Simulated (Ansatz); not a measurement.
# LiZnF3 (model cell, started as cubic perovskite with Zn in the octahedra): following an unstable mode, part 3 of 3

Which phase does LiZnF3 (model cell, started as cubic perovskite with Zn in the octahedra) fall into along its unstable mode, and how much energy does it gain?

Ansatz 0.2.0; DFT PBEsol, scalar-relativistic, plane waves, PAW; PAW set soft_1.

So far. Step 5 (Energy along the mode, all amplitudes (two of the runs …): The lowest of the steps tried is the last one, at 0.6 Å, 52.3 meV/atom below the parent; the bottom of the well need not coincide with a step. Step 7 (The new phase in its own primitive cell): The largest force component left is 0.25 meV/Å and the pressure is -0.002 GPa, within the tolerances set. The cell now holds 12.81 Å³/atom. The relaxed cell has a, b, c = 3.874, 5.574, 5.932 Å (conventional setting).

The structure was built from a prototype and need not be the compound's stable phase.

**8. Modes of the new phase, k-mesh 6×6×6**

A relaxed structure may still be a saddle point, so its zone-centre modes are computed. The response to a homogeneous field gives the Born charges and the dielectric tensor.

Contents of input.yaml:

```yaml
crystal:
  lattice:
    - [3.8736410714, 0.0, 0.0]
    - [0.0, 2.7869355005, 2.9658017084]
    - [0.0, -2.7869355005, 2.9658017084]
  atoms:
    - { symbol: Li, position: [0.0, 0.8425913827, 0.8425913827] }
    - { symbol: Zn, position: [0.5, 0.4905410892, 0.4905410892] }
    - { symbol: F, position: [0.5, 0.5631584757, 0.0092168633] }
    - { symbol: F, position: [0.5, 0.0092168633, 0.5631584757] }
    - { symbol: F, position: [0.0, 0.53349774, 0.53349774] }
kpoints:
  mp_grid: { grid: [6, 6, 6] }
hamiltonian:
  xc: pbesol
  pseudopotentials: { kind: paw, azcp: { folder: soft_1 }, xc_functional: pbe }
scf:
  occupations: { method: fixed }
output:
  eigenvalues: true
phonons:
  method: dfpt
  dielectric: true
  rigid_motions: translations
```

Launch:

```console
ansatz run input.yaml --threads 4 --pin off --max-ram 16384MiB --backend cpu --events-out ev --progress --plain --runs-dir out
```

Numbers of over 12 decimals in the logs are rounded to 6 here.

The log of the run:

```text
[...]
Crystal: 5 atoms, lattice volume = 64.035 Å³
Basis set: ecut = 420 eV, 1261 PW (Γ), exchange–correlation on 54×60×60 points (8 copies of the dense FFT grid, shifted against one another)
Bands: 23, of which v1, the nominal top of the filled ones, is band 18 counted from 1 (17 counted from 0)
Symmetry: 4 space group operations
k-points: 112 of 216 (irreducible under 1 space group operation, time reversal used)
[...]
SCF iter   1: F=—  HF=-5893.588006 eV  |F-HF|=—  |Δ(HF+E_count)|=         —  Δρ=1.79e-1  dr2=1.24e1  ethr=3.10e-3  ⟨swp⟩=4.1  Hψ=11997  notcnv=0  defer=318
[...]
SCF iter  12: F=-5888.873623 eV  HF=-5888.873623 eV  |F-HF|=2.56e-10  |Δ(HF+E_count)|=   2.28e-8  Δρ=3.15e-7  dr2=5.14e-11  ethr=1.00e-12  ⟨swp⟩=11.3  Hψ=18464  notcnv=0
SCF 1 converged in 12 iterations: F = -5888.873623 eV  dr2 = 5.14e-11
[...]
NSCF: frozen V_eff on 2 k-points
DFPT response loops at Γ: preconditioner auto → none (the input reference at scf.mixing.eps_inf says where Resta's filter doesn't serve); β = 0.50; Broyden in place of MSR1
SCF converged after 12 iterations
Free energy (F): -5888.873623 eV
[...]
Internal energy: -5888.873623 eV  (E = F + TS)
E sigma→0 (E₀):  -5888.873623 eV
Fermi energy:    1.714119 eV
[...]
--- Band table (eV; the first three rows and the last of 112) ---
  k-point 0: bands = [... 14 lower, -0.2563, -0.1287, 0.0552, 0.5384, 5.3210, 9.5864, 12.2931, 14.5488, ... 1 higher]
  k-point 1: bands = [... 14 lower, -0.2567, -0.0824, -0.0301, 0.5463, 5.7916, 9.7019, 12.0163, 14.4405, ... 1 higher]
  k-point 2: bands = [... 14 lower, -0.2532, -0.0051, -0.0009, 0.4578, 6.9031, 9.5209, 11.8147, 14.4996, ... 1 higher]
  k-point 111: bands = [... 14 lower, 0.1584, 0.5113, 1.5468, 1.7141, 9.9057, 11.0232, 12.0316, 12.1277, ... 1 higher]
--- Phonons (Γ-DFPT): 12 representative perturbations + reference, on 112 of 216 k-points (Σ response iterations 44) ---
  k mesh reduced under 1 symmetry operation, with k and −k counted as one. Each operation leaves every solved perturbation unchanged. A smaller set is not considered because the run solves the response to a homogeneous field
  ASR residual: 1.709e-4 → 0.000e0 eV/Å²; symmetrization residual: 8.181e-7 eV/Å²
  ASR residual per site (eV/Å²): 5.84e-5 8.81e-5 6.31e-5 6.31e-5 1.71e-4
[...]
ε∞ (high-frequency dielectric tensor):
        2.206320     0.000000     0.000000
        0.000000     2.196273     0.000000
        0.000000     0.000000     2.193997
  softest optical mode at Γ: -212.22 cm⁻¹; the repairs (sum rule, projections) moved no ω² at Γ by more than (1.72 cm⁻¹)²
  Born effective charges Z* (e; rows j = field, columns β = displacement):
    site 0:
         1.21146    0.00000    0.00000
        -0.00000    1.07314   -0.00000
         0.00000    0.00000    1.01542
    site 1:
         2.21287   -0.00000    0.00000
        -0.00000    2.20984   -0.00000
         0.00000   -0.00000    2.26809
    site 2:
        -0.87514    0.00000   -0.00000
         0.00000   -1.26386    0.46501
        -0.00000    0.44133   -1.21745
    site 3:
        -0.87514   -0.00000   -0.00000
        -0.00000   -1.26386   -0.46501
        -0.00000   -0.44133   -1.21745
    site 4:
        -1.67406    0.00000   -0.00000
         0.00000   -0.75525   -0.00000
        -0.00000    0.00000   -0.84862
  Z* charge neutrality: 1.460e-5 e pre-enforcement
  k-mesh period / interband length: 23.2 Å / 0.99 Å = 23.44 at k = (0.0000, 0.0000, 0.0000), direct gap 4.783 eV — 14 or more, which is no proof of convergence
  optical modes at Γ without the LO–TO term, one row a degenerate level:
      ω (cm⁻¹)  modes    IR ((D/Å)²/amu)
       -212.22      1             7.4937
        -85.73      1             6.2299
         47.65      1             0.0000
         56.37      1             0.1073
        179.90      1             3.0678
        183.42      1             0.4612
        193.30      1             0.0818
        212.68      1             0.3834
        402.39      1             3.8505
        444.21      1             6.2333
        468.74      1             0.8074
        520.14      1             3.9930
  optical modes at Γ + LO–TO along q̂ = [1.0000, 0.0000, 0.0000]:
      ω (cm⁻¹)  modes    IR ((D/Å)²/amu)
        -85.73      1             6.2299
         47.65      1             0.0000
         56.37      1             0.1073
        164.73      1             1.6394
        179.90      1             3.0678
        183.42      1             0.4612
        193.30      1             0.0818
        257.13      1             2.7753
        402.39      1             3.8505
        444.21      1             6.2333
[...]
optical modes at Γ + LO–TO along q̂ = [0.0000, 1.0000, 0.0000]:
      ω (cm⁻¹)  modes    IR ((D/Å)²/amu)
[...]
optical modes at Γ + LO–TO along q̂ = [0.0000, 0.0000, 1.0000]:
      ω (cm⁻¹)  modes    IR ((D/Å)²/amu)
       -212.22      1             7.4937
        -85.73      1             6.2299
         47.65      1             0.0000
         56.37      1             0.1073
        183.42      1             0.4612
        192.89      1             0.0012
        212.68      1             0.3834
        244.20      1             0.9328
        402.39      1             3.8505
        465.56      1             0.0401
        520.14      1             3.9930
        572.60      1             9.2162
```

Run time: 57 s. Hardware: 4 threads of Intel Xeon Platinum 8375C at 2.90GHz (Ice Lake), shared host; peak memory 0.98 GiB; 3.5 min of CPU time.

This step gave:

| Item | Value |
| --- | --- |
| sum-rule residual before enforcement | 1.71e-4 eV/Å² |
| miss of the charge sum rule | 1.46e-5 e |
| point group | mm2 |
| highest optical mode at the zone centre (no LO-TO term) | 520.1 cm⁻¹ |
| lowest optical zone-centre mode | -212.2 cm⁻¹ |
| mean high-frequency dielectric constant | 2.199 |
| largest Born charge (third of the trace) | 2.230 e |
| top of the zone-centre spectrum with the field | 597.2 cm⁻¹ |

Without the LO-TO term. Patterns of degenerate modes are one choice out of their space. The modes at Γ (shares of kinetic energy by element, %) (negative means imaginary):

```csv
mode,frequency (cm⁻¹),symmetry,Li %,Zn %,F %
1,-212.2,B1,79,1,21
2,-85.7,B2,73,1,26
3,0.0,acoustic,5,51,44
4,0.0,acoustic,5,51,44
5,0.0,acoustic,5,51,44
6,47.6,A2,0,0,100
7,56.4,B2,6,1,94
8,179.9,A1,0,32,68
9,183.4,B2,16,36,47
10,193.3,A1,12,13,76
11,212.7,B1,16,35,49
12,402.4,B2,0,11,89
13,444.2,A1,28,2,69
14,468.7,A1,54,2,43
15,520.1,B1,0,14,86
```

Displacements in mode 1 (-212.2 cm⁻¹), the largest set to 1:
```
Li1  1.00  0.00  0.00
Zn2  0.03  0.00  0.00
F3  -0.22  0.00  0.00
F4  -0.22  0.00  0.00
F5  -0.02  0.00  0.00
```

Displacements in mode 7 (56.4 cm⁻¹), the largest set to 1:
```
Li1  0.00  0.59  0.00
Zn2  0.00 -0.06  0.00
F3   0.00 -0.50 -0.58
F4   0.00 -0.50  0.58
F5   0.00  1.00  0.00
```

Optical modes at the zone centre, without and with the macroscopic field of the longitudinal modes; each column is sorted by frequency, so a row need not hold one and the same mode. Modes with and without the field, by row:

```csv
rank among optical modes,no field (cm⁻¹),"q along (1, 0, 0) (cm⁻¹)","q along (0, 1, 0) (cm⁻¹)","q along (0, 0, 1) (cm⁻¹)"
1,-212.2,-85.7,-212.2,-212.2
2,-85.7,47.6,47.6,-85.7
3,47.6,56.4,54.4,47.6
4,56.4,164.7,167.9,56.4
5,179.9,179.9,179.9,183.4
6,183.4,183.4,193.3,192.9
7,193.3,193.3,212.7,212.7
8,212.7,257.1,252.1,244.2
9,402.4,402.4,444.2,402.4
10,444.2,444.2,468.7,465.6
11,468.7,468.7,508.1,520.1
12,520.1,597.2,520.1,572.6
```

Born charge (rows field, columns displacement) (e), principal values of the symmetric part by kind of site:

```csv
atom,atoms with these values,low,middle,high,mean
Li1,1,1.02,1.07,1.21,1.10
Zn2,1,2.21,2.21,2.27,2.23
F3,2,-1.69,-0.88,-0.79,-1.12
F5,1,-1.67,-0.85,-0.76,-1.09
```

In full for Li1:

```
1.21 0.00 0.00
0.00 1.07 0.00
0.00 0.00 1.02
```

High-frequency dielectric tensor:

```
2.21 0.00 0.00
0.00 2.20 0.00
0.00 0.00 2.19
```

Transverse modes; imaginary modes are left out. Lines of the infrared spectrum (strongest = 100):

```csv
position (cm⁻¹),label,relative intensity
48,A2,0.0
56,B2,1.7
180,A1,49
183,B2,7.4
193,A1,1.3
213,B1,6.2
402,B2,62
444,A1,100
469,A1,13
520,B1,64
```

Before it was imposed, the acoustic sum rule was missed by 1.7e-4 eV/Å² and the charge sum rule by 1.5e-5 e. Small misses are needed for a sound result but don't prove that mesh and cutoff are converged. The lowest optical mode is imaginary, 212.2i cm⁻¹, so the energy falls along it.

**9. What came out**

```json
{"unstable mode of the parent": "q = (0, 0, 0), 231i cm⁻¹", "depth at the lowest point sampled": "52.3 meV/atom", "largest atomic shift at that point": "0.6 Å", "space group reached (within 0.01 Å)": "Amm2", "energy gained over the parent (first relaxation, on the mesh of the frozen mode)": "86.5 meV/atom", "volume per atom, phase reached": "12.8 Å³", "gap on the k-mesh, phase reached": "3.61 eV", "lowest optical zone-centre mode, phase reached": "-212 cm⁻¹", "highest optical mode at the zone centre (no LO-TO term), phase reached": "520 cm⁻¹"}
```

Along this mode the structure falls into Amm2, 86.5 meV/atom below the parent. At the parent's cell the well is 52.25 meV/atom deep on the steps tried, with its lowest point at a shift of 0.6 Å. That is the last step tried, so the steps alone don't bracket the bottom of the well. Relaxing atoms and cell changes the gain by +34.23 meV/atom against the lowest step (energies at zero smearing). The new phase still has an imaginary mode at the zone centre of its cell, so it is a saddle point on the way to a lower structure. Of the 6 patterns followed to their end from this parent, this one ends 105 meV/atom above the lowest, Imma. Each path keeps the symmetry of its pattern, so a lower phase may lie along a pattern not tried. The PAW files were made for PBE and serve the other functionals too. The starting cell was built on a prototype and not taken from a measurement, so the phase need not exist.

[Logs are printed without paths, hosts, clocks, repeated set-up lines and the standing remarks that a program may print on its own settings, such as how far it seeks lower states.]

[Hosts, paths, dates, database ids (printed as entryN), source tags and the programs' standing remarks are cut or masked in the printed files.]
